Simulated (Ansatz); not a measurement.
## 1T-PbBrI monolayer in a perpendicular field

Aim: how the 1T-PbBrI monolayer screens a field along its normal, and what the field does to its bands. A positive field points along +c.

Main program and level: Ansatz 0.2.0; plane-wave DFT, PBE-D3(BJ), Ansatz PAW.

### 1. The starting structure

The cell holds 3 atoms: 1 I, 1 Pb and 1 Br. Cell: a = 4.142 Å, b = 4.142 Å, c = 35.988 Å, α = 90.0°, β = 90.0°, γ = 120.0°. Vacuum lies along c.

### 2. Relaxing the slab

The starting cell is a guess, so the in-plane lattice and the atoms are relaxed first, with the slab cut off from its images along the normal.

input.yaml

```yaml
crystal:
  lattice:
    - [4.142421, 0.0, 0.0]
    - [-2.0712105, 3.5874418192, 0.0]
    - [0.0, 0.0, 35.9878610306]
  atoms:
    - { symbol: I, position: [0.6666666667, 0.3333333333, 0.4654347194] }
    - { symbol: Pb, position: [0.0, 0.0, 0.5057339882] }
    - { symbol: Br, position: [0.3333333333, 0.6666666667, 0.5345652806] }
  periodic: [true, true, false]
kpoints:
  mp_grid: { grid: [12, 12, 1] }
hamiltonian:
  xc: pbe
  dispersion: d3bj
scf:
  occupations: { method: fermi_dirac, width: 0.05 }
  convergence: { dr2_threshold: 1.0e-09 }
relax:
  f_tol: 0.004
  max_steps: 90
  cell: {}
output:
  write_potential: true
  write_density: true
  volumetric_format: npy
```

Launch:

```console
ansatz run input.yaml --threads 2 --pin off --max-ram 3072MiB --backend cpu --events-out ev --progress --plain --runs-dir out
```

Numbers of over 12 decimals in the logs are rounded to 6 here.

What it wrote:

```text
Warning: relax.cell: scf.convergence.dr2_threshold = 1e-9 eV is looser than the 1.92373453089e-10 eV advised for a relaxation that steers and ends on the stress (1e-10 eV for each atom of the cell: 3, times the square of relax.cell.stress_2d_tol = 0.05 N/m over 12.5 Å (the atoms' height at the walk's start and 5 Å past either face), 4.004e-2 GPa, over a crystal's default 0.05). What an SCF threshold leaves in a stress goes as its square root, and in the free energy as the threshold itself, and one threshold admits the most on a small cell: [figures from the program's tests cut] Set scf.convergence.dr2_threshold to 1.92373453089e-10 eV or tighter. [rest of the remark cut]
Engine: ansatz 0.2.0, x86_64-unknown-linux-gnu
Pseudopotentials: kind: paw
Pseudopotential: I, paw, valence charge 17, recommended cutoff 420 eV (normal), I.paw.azcp
Pseudopotential: Pb, paw, valence charge 14, recommended cutoff 420 eV (normal), Pb.paw.azcp
Pseudopotential: Br, paw, valence charge 7, recommended cutoff 420 eV (normal), Br.paw.azcp
Functional definition: PBE
  parameter kappa = 0.804
  parameter beta = 0.066725
  exchange = pbe_x(kappa = kappa, mu = beta*pi^2/3)
  correlation = pbe_c(beta = beta)
Crystal: 3 atoms, lattice volume = 534.805 Å³
Basis set: ecut = 420 eV, 10309 PW (Γ), exchange–correlation on 60×60×486 points (8 copies of the dense FFT grid, shifted against one another)
Bands: 23, of which v1, the nominal top of the filled ones, is band 19 counted from 1 (18 counted from 0)
Symmetry: 6 space group operations
Space group: P3m1 (ITA 156), of the structure as read, at distance tolerance 8.1e-5 Å
k-points: 19 of 144 (time reversal used)
Non-local potential: I, projectors of the file, l = 0: 2, l = 1: 2, l = 2: 2, l = 3: 2
Non-local potential: Pb, projectors of the file, l = 0: 2, l = 1: 2, l = 2: 2, l = 3: 2
Non-local potential: Br, projectors of the file, l = 0: 2, l = 1: 2, l = 2: 2
PAW form: soft (Blöchl's): semilocal exchange-correlation on the pseudo side does not see the compensation charge
PAW one-centre angular grid: I, 590 points (default); XC on 64 Gauss nodes
PAW one-centre angular grid: Pb, 590 points (default); XC on 64 Gauss nodes
PAW one-centre angular grid: Br, 110 points (default); XC on 64 Gauss nodes
Initial density: superposition of atomic densities (neutral atoms: chi_scale 0, normalization atom), corrected by the library's trained network
Initial wavefunctions: pseudopotential atomic-orbital guess
Functional: x = pbe(κ = 0.804, μ = 0.219515), c = pbe(β = 0.066725)
SCF iter   1: F=—  HF=-22202.113160 eV  |F-HF|=—  |Δ(HF+E_count)|=         —  Δρ=9.76e-4  dr2=1.10e-2  ethr=1.77e-3  ⟨swp⟩=19.1  Hψ=4509  notcnv=0
preconditioner: auto → Resta (q_TF=auto, 1.756 Å⁻¹)  ε∞=1.3  [insulator: Δε(μ)=1.390 eV  Ē_g=14.486 eV  σ=0.050 eV  W_gap=1.00  n_scr=26 (ndim 8)  ℏωp=8.5 eV  f_vac=0.817  D(μ)=0.00/eV (n_scr^D=0)  ε∞_Penn≈1.3  vacuum switching on, ρ_ref=1.5e-2 e/Å³]
SCF iter   2: F=—  HF=-22202.115308 eV  |F-HF|=—  |Δ(HF+E_count)|=   2.15e-3  Δρ=5.11e-4  dr2=8.77e-3  ethr=2.90e-5  ⟨swp⟩=4.0  Hψ=1379  notcnv=0
SCF iter   3: F=—  HF=-22202.114845 eV  |F-HF|=—  |Δ(HF+E_count)|=   4.62e-4  Δρ=3.79e-4  dr2=3.35e-3  ethr=2.31e-5  ⟨swp⟩=3.7  Hψ=869  notcnv=0
SCF iter   4: F=—  HF=-22202.114773 eV  |F-HF|=—  |Δ(HF+E_count)|=   7.20e-5  Δρ=1.77e-4  dr2=2.31e-4  ethr=8.81e-6  ⟨swp⟩=2.7  Hψ=692  notcnv=0
SCF iter   5: F=—  HF=-22202.115058 eV  |F-HF|=—  |Δ(HF+E_count)|=   2.84e-4  Δρ=6.19e-5  dr2=2.56e-5  ethr=6.08e-7  ⟨swp⟩=3.5  Hψ=1032  notcnv=0
SCF iter   6: F=—  HF=-22202.115129 eV  |F-HF|=—  |Δ(HF+E_count)|=   7.13e-5  Δρ=1.60e-5  dr2=1.04e-6  ethr=6.75e-8  ⟨swp⟩=3.6  Hψ=989  notcnv=0
SCF iter   7: F=—  HF=-22202.115240 eV  |F-HF|=—  |Δ(HF+E_count)|=   1.11e-4  Δρ=4.03e-6  dr2=6.08e-8  ethr=2.73e-9  ⟨swp⟩=3.1  Hψ=915  notcnv=0
SCF iter   8: F=—  HF=-22202.115240 eV  |F-HF|=—  |Δ(HF+E_count)|=   6.45e-8  Δρ=1.15e-6  dr2=6.27e-9  ethr=1.60e-10  ⟨swp⟩=3.3  Hψ=1030  notcnv=0
SCF iter   9: F=-22202.115240 eV  HF=-22202.115240 eV  |F-HF|=2.79e-9  |Δ(HF+E_count)|=   1.10e-8  Δρ=2.02e-7  dr2=1.82e-10  ethr=2.63e-12  ⟨swp⟩=13.5  Hψ=3854  notcnv=0
SCF 1 converged in 9 iterations: F = -22202.115240 eV  dr2 = 1.82e-10
  greatest PAW one-centre occupation: 0.999 electrons in one spin orbital (limit 2), on the I atom at site 0 (counted from 0), in its partial waves of l = 2
relax step   1: F+E_penalty+E_count = -22202.11524014 eV  Δ(F+E_penalty+E_count) = +0.000e0 eV  max|allowed force component| = 4.967e0 eV/Å  Δτ_max = 0.0000 Å  P = +19.781 N/m  Ω = 534.805 Å³  fix = [c, alpha, beta]  reactions: c +0.000 N/m  (9 SCF iters, accepted)
Crystal: 3 atoms, lattice volume = 546.520 Å³
Basis set: ecut = 420 eV, 10531 PW (Γ), exchange–correlation on 60×60×486 points (8 copies of the dense FFT grid, shifted against one another)
Initial density: handed on by an earlier stage of this run
Initial wavefunctions: those handed on with the density
iter 1 solved again at ethr=1.01e-4 eV; its pass at ethr=3.10e-3 eV (dr2=3.84e-2 eV) is discarded
SCF iter   1: F=—  HF=-22203.887867 eV  |F-HF|=—  |Δ(HF+E_count)|=         —  Δρ=1.99e-3  dr2=3.83e-2  ethr=1.01e-4  ⟨swp⟩=3.3  Hψ=3776  notcnv=0
preconditioner: auto → Resta (q_TF=auto, 1.750 Å⁻¹)  ε∞=1.4  [insulator: Δε(μ)=1.965 eV  Ē_g=14.066 eV  σ=0.050 eV  W_gap=1.00  n_scr=38 (ndim 8)  ℏωp=8.4 eV  f_vac=0.809  D(μ)=0.00/eV (n_scr^D=0)  ε∞_Penn≈1.4  vacuum switching on, ρ_ref=1.4e-2 e/Å³]
SCF iter   2: F=—  HF=-22203.881666 eV  |F-HF|=—  |Δ(HF+E_count)|=   6.20e-3  Δρ=1.05e-3  dr2=2.02e-2  ethr=1.01e-4  ⟨swp⟩=3.9  Hψ=801  notcnv=0
SCF iter   3: F=—  HF=-22203.880453 eV  |F-HF|=—  |Δ(HF+E_count)|=   1.21e-3  Δρ=7.00e-4  dr2=1.05e-2  ethr=5.31e-5  ⟨swp⟩=4.1  Hψ=739  notcnv=0
SCF iter   4: F=—  HF=-22203.879257 eV  |F-HF|=—  |Δ(HF+E_count)|=   1.20e-3  Δρ=3.98e-4  dr2=1.35e-3  ethr=2.77e-5  ⟨swp⟩=1.3  Hψ=542  notcnv=0
SCF iter   5: F=—  HF=-22203.879273 eV  |F-HF|=—  |Δ(HF+E_count)|=   1.67e-5  Δρ=1.31e-4  dr2=6.12e-5  ethr=3.54e-6  ⟨swp⟩=2.7  Hψ=694  notcnv=0
SCF iter   6: F=—  HF=-22203.879290 eV  |F-HF|=—  |Δ(HF+E_count)|=   1.69e-5  Δρ=3.70e-5  dr2=4.79e-6  ethr=1.61e-7  ⟨swp⟩=3.1  Hψ=851  notcnv=0
SCF iter   7: F=—  HF=-22203.879294 eV  |F-HF|=—  |Δ(HF+E_count)|=   4.02e-6  Δρ=9.08e-6  dr2=1.52e-6  ethr=1.26e-8  ⟨swp⟩=3.5  Hψ=935  notcnv=0
SCF iter   8: F=—  HF=-22203.879405 eV  |F-HF|=—  |Δ(HF+E_count)|=   1.10e-4  Δρ=2.21e-6  dr2=5.25e-8  ethr=4.00e-9  ⟨swp⟩=2.2  Hψ=709  notcnv=0
SCF iter   9: F=—  HF=-22203.879405 eV  |F-HF|=—  |Δ(HF+E_count)|=   6.86e-9  Δρ=6.33e-7  dr2=1.99e-9  ethr=1.38e-10  ⟨swp⟩=3.0  Hψ=863  notcnv=0
[...]
[... from here on, the SCF cycles and remarks between the steps are left out ...]
relax step   4: F+E_penalty+E_count = -22205.36082711 eV  Δ(F+E_penalty+E_count) = -4.644e-1 eV  max|allowed force component| = 5.464e-1 eV/Å  Δτ_max = 0.1989 Å  P = +2.525 N/m  Ω = 565.198 Å³  energy of the carried Pulay correction = -7.462e-4 eV  fix = [c, alpha, beta]  reactions: c +0.000 N/m  (9 SCF iters, accepted)
relax step   5: F+E_penalty+E_count = -22205.40131374 eV  Δ(F+E_penalty+E_count) = -4.049e-2 eV  max|allowed force component| = 5.130e-1 eV/Å  Δτ_max = 0.2000 Å  P = +0.044 N/m  Ω = 578.283 Å³  energy of the carried Pulay correction = -1.055e-3 eV  fix = [c, alpha, beta]  reactions: c +0.000 N/m  (10 SCF iters, accepted)
relax step   6: F+E_penalty+E_count = -22205.45755660 eV  Δ(F+E_penalty+E_count) = -5.624e-2 eV  max|allowed force component| = 9.844e-2 eV/Å  Δτ_max = 0.1131 Å  P = +0.488 N/m  Ω = 589.439 Å³  energy of the carried Pulay correction = -1.313e-3 eV  fix = [c, alpha, beta]  reactions: c +0.000 N/m  (9 SCF iters, accepted)
relax step   7: F+E_penalty+E_count = -22205.47109795 eV  Δ(F+E_penalty+E_count) = -1.354e-2 eV  max|allowed force component| = 4.217e-2 eV/Å  Δτ_max = 0.0574 Å  P = +0.399 N/m  Ω = 604.701 Å³  energy of the carried Pulay correction = -1.657e-3 eV  fix = [c, alpha, beta]  reactions: c +0.000 N/m  (8 SCF iters, accepted)
relax step   8: F+E_penalty+E_count = -22205.47601264 eV  Δ(F+E_penalty+E_count) = -4.915e-3 eV  max|allowed force component| = 4.285e-2 eV/Å  Δτ_max = 0.0304 Å  P = +0.133 N/m  Ω = 619.363 Å³  energy of the carried Pulay correction = -1.979e-3 eV  fix = [c, alpha, beta]  reactions: c +0.000 N/m  (9 SCF iters, accepted)
relax step   9: F+E_penalty+E_count = -22205.47647064 eV  Δ(F+E_penalty+E_count) = -4.580e-4 eV  max|allowed force component| = 6.821e-3 eV/Å  Δτ_max = 0.0045 Å  P = +0.010 N/m  Ω = 622.877 Å³  energy of the carried Pulay correction = -2.055e-3 eV  fix = [c, alpha, beta]  reactions: c +0.000 N/m  (8 SCF iters, accepted)
relax step  10: F+E_penalty+E_count = -22205.47647604 eV  Δ(F+E_penalty+E_count) = -5.392e-6 eV  max|allowed force component| = 3.025e-4 eV/Å  Δτ_max = 0.0027 Å  P = +0.005 N/m  Ω = 623.643 Å³  energy of the carried Pulay correction = -2.072e-3 eV  fix = [c, alpha, beta]  reactions: c +0.000 N/m  (6 SCF iters, accepted)
Initial wavefunctions: pseudopotential atomic-orbital guess (no wavefunctions were taken with the density)
iter 1 solved again at ethr=5.02e-6 eV; its pass at ethr=3.10e-3 eV (dr2=1.91e-3 eV) is discarded
SCF iter   1: F=—  HF=-22205.449207 eV  |F-HF|=—  |Δ(HF+E_count)|=         —  Δρ=4.49e-4  dr2=4.93e-5  ethr=5.02e-6  ⟨swp⟩=3.9  Hψ=4640  notcnv=0
preconditioner: auto → Resta (q_TF=auto, 1.711 Å⁻¹)  ε∞=1.4  [insulator: Δε(μ)=2.772 eV  Ē_g=13.133 eV  σ=0.050 eV  W_gap=1.00  n_scr=60 (ndim 8)  ℏωp=7.9 eV  f_vac=0.793  D(μ)=0.00/eV (n_scr^D=0)  ε∞_Penn≈1.4  vacuum switching on, ρ_ref=1.3e-2 e/Å³]
SCF iter   2: F=—  HF=-22205.468662 eV  |F-HF|=—  |Δ(HF+E_count)|=   1.95e-2  Δρ=2.25e-4  dr2=2.17e-5  ethr=1.30e-7  ⟨swp⟩=3.7  Hψ=1029  notcnv=0
SCF iter   3: F=—  HF=-22205.475222 eV  |F-HF|=—  |Δ(HF+E_count)|=   6.56e-3  Δρ=1.11e-4  dr2=2.60e-5  ethr=5.72e-8  ⟨swp⟩=3.7  Hψ=992  notcnv=0
SCF iter   4: F=—  HF=-22205.476940 eV  |F-HF|=—  |Δ(HF+E_count)|=   1.72e-3  Δρ=6.14e-5  dr2=8.23e-6  ethr=5.72e-8  ⟨swp⟩=2.3  Hψ=670  notcnv=0
SCF iter   5: F=—  HF=-22205.477696 eV  |F-HF|=—  |Δ(HF+E_count)|=   7.56e-4  Δρ=2.74e-5  dr2=6.70e-7  ethr=2.17e-8  ⟨swp⟩=2.3  Hψ=572  notcnv=0
SCF iter   6: F=—  HF=-22205.478060 eV  |F-HF|=—  |Δ(HF+E_count)|=   3.64e-4  Δρ=7.27e-6  dr2=3.98e-8  ethr=1.76e-9  ⟨swp⟩=3.2  Hψ=754  notcnv=0
SCF iter   7: F=—  HF=-22205.478086 eV  |F-HF|=—  |Δ(HF+E_count)|=   2.60e-5  Δρ=1.30e-6  dr2=3.35e-9  ethr=1.05e-10  ⟨swp⟩=2.7  Hψ=854  notcnv=0
SCF iter   8: F=-22205.478088 eV  HF=-22205.478088 eV  |F-HF|=6.92e-8  |Δ(HF+E_count)|=   1.74e-6  Δρ=2.40e-7  dr2=2.59e-10  ethr=2.63e-12  ⟨swp⟩=19.0  Hψ=3718  notcnv=0
SCF 11 converged in 8 iterations: F = -22205.478088 eV  dr2 = 2.59e-10
relax step  11: F+E_penalty+E_count = -22205.47808767 eV  Δ(F+E_penalty+E_count) = -1.612e-3 eV  max|allowed force component| = 4.173e-4 eV/Å  Δτ_max = 0.0000 Å  P = +0.013 N/m  Ω = 623.643 Å³  fix = [c, alpha, beta]  reactions: c +0.000 N/m  stress off target by 1.27e-2 N/m on what of the cell is left free  SCF on the basis re-selected at this cell (its energy is not comparable with the rows above)  (8 SCF iters)
basis re-selected at this cell: Δ(F+E_penalty+E_count) = -1.612e-3 eV, ΔP = +0.008 N/m vs the last step (what re-selecting the basis moved, of the pressure what is left beyond the Pulay correction that the steps carried, after the strain that the cell walked since its last selection, with what the two solves' SCF thresholds leave and, on support functions, any second-order correction that the steps lacked; it is no m [...]
WARN: The output density's exchange-correlation potential varies sharply where the density is thin. Do not read a vacuum level from v_tot or v_xc, or from such a field of the output density. On a cell that repeats whose density bears no net charge and no dipole along the vacuum's axis use v_es (v_loc + v_h of the components); under efield.dipole_correction with no amplitude use v_es + v_field, which holds any externa [...]
SCF converged after 8 iterations
Free energy (F): -22205.478088 eV
Harris-Foulkes:  -22205.478088 eV  (|F-HF|=6.92e-8)
Internal energy: -22205.478088 eV  (E = F + TS)
E sigma→0 (E₀):  -22205.478088 eV
Fermi energy:    -5.199086 eV
--- Per-component energies (eV) ---
  E_band       = -922.615614
  E_kinetic    = 607.416149
  E_local      = -58652.135693  (includes V_loc(G=0)·N_el)
  E_nonlocal   = 329.264456
  E_hartree    = 28957.006198
  E_xc         = -612.982262
  E_vxc        = -363.759250  (∫ρ·V_xc dr)
  E_paw        = -17465.331437  (= ΣΔE_a)
  E_vpaw       = -757.414644  (= ΣTr[D̂ρ^β])
  E_aug_tail   = 0.000036  (compensation charges beyond the density's cutoff)
  E_ewald      = 24631.869864
  E_disp       = -0.585398  (pairwise vdW)
  E_smearing   = -0.000000  (= −TS)
  E_closure    = 0.000000  (closes the sum)
  Σ components = -22205.478088   (vs F -22205.478088, Δ=0.00e0)
--- Forces (eV/Å), atoms counted from 1 ---
  atom   1  I      0.00000000    -0.00000000     0.00033406
  atom   2  Pb     0.00000000    -0.00000000     0.00008112
  atom   3  Br     0.00000000     0.00000000    -0.00041834
  max |Σ_I F_I| component: 3.15e-6 eV/Å
--- 2D stress c σ (N/m, compression-positive) ---
        0.012743       0.000000      -0.000000
        0.000000       0.012743      -0.000000
       -0.000000      -0.000000       0.000000
  P = ½ c Tr σ = 0.0127 N/m
--- Band table (eV; the first three rows and the last of 19) ---
  k-point 0: bands = [... 15 lower, -7.7656, -7.0297, -6.9789, -6.9789, -3.8993, -2.7011, -2.7011, -0.6748]
  k-point 1: bands = [... 15 lower, -7.7580, -7.2683, -7.0041, -6.8157, -3.7014, -2.7879, -2.6397, -0.5495]
  k-point 2: bands = [... 15 lower, -7.8241, -7.5737, -7.0687, -6.6936, -3.4301, -2.7168, -2.4908, -0.3462]
  k-point 18: bands = [... 15 lower, -8.8012, -7.6646, -7.5096, -6.7587, -2.6354, -2.2923, -1.8349, 1.0793]
--- Relaxed structure (10 steps of the walk, 10 accepted, 1 SCFs on fresh bases) ---
  F+E_penalty+E_count = -22205.47808767 eV   max|allowed force component| = 4.173e-4 eV/Å   (the final SCF, on the basis selected at the relaxed cell)
  cell:  # Å, volume = 623.6426 Å³
    - [4.473264, 0.0, 0]
    - [-2.236632, 3.873961, 0]
    - [0, 0, 35.9878610306]
  atoms:
    - { symbol: I, position: [0.666667, 0.333333, 0.450402] }
    - { symbol: Pb, position: [-5.768555607863079e-19, 0, 0.504837] }
    - { symbol: Br, position: [0.333333, 0.666667, 0.550495] }
```

The job ended after 48 s (2 threads of AMD EPYC 9R45, shared host; peak memory 0.91 GiB).

Step by step:

```
step  energy less that of the first step (eV)  largest force component (eV/Å)  volume (Å³)
   1                                   0.0000                          4.9665       534.80
   2                                  -1.7642                          3.1616       546.52
   3                                  -2.7812                          1.7472       556.08
   4                                  -3.2456                          0.5464       565.20
   5                                  -3.2861                          0.5130       578.28
   6                                  -3.3423                          0.0984       589.44
   7                                  -3.3559                          0.0422       604.70
   8                                  -3.3608                          0.0429       619.36
   9                                  -3.3612                          0.0068       622.88
  10                                  -3.3612                          0.0003       623.64
 11*                                  -3.3628                          0.0004       623.64
```

Relaxation steps marked * repeat the geometry before them on a plane-wave basis chosen anew for their cell, so energy and pressure can jump there.

Forces are held to the 6 operations that the run works with; a distortion that breaks them can't arise in this run.

```
cell as run  before  after  change
      a (Å)   4.142  4.473  +8.0 %
      b (Å)   4.142  4.473  +8.0 %
```

The atoms that moved most (Å, along periodic axes as changes of fractional coordinates times the final cell, across vacuum about the mean position):

```
atom     dx     dy      dz  length
 Br3  0.000  0.000   0.573   0.573
  I1  0.000  0.000  -0.541   0.541
 Pb2  0.000  0.000  -0.032   0.032
```

The relaxed structure:

```
I Pb Br
1.0
     4.47326    0.00000    0.00000
    -2.23663    3.87396    0.00000
     0.00000    0.00000   35.98786
I Pb Br
1 1 1
Cartesian
  2.2366 1.2913 16.2090
  0.0000 0.0000 18.1680
  0.0000 2.5826 19.8111
```

This step gave:

```yaml
gap_on_the_k_mesh: 2.773 eV
```

The lattice constant a goes from 4.142 to 4.473 Å.

(Part 1 of 2 ends here.)

[Logs are printed without paths, hosts, clocks, repeated set-up lines and the standing remarks that a program may print on its own settings, such as how far it seeks lower states.]

[Hosts, paths, dates, database ids (printed as entryN), source tags and the programs' standing remarks are cut or masked in the printed files.]

[Maps of the electrostatic potential energy from Ansatz leave out the sawtooth potential of an applied field or a dipole correction, so their vacuum need not be flat; planar profiles and work functions include it.]
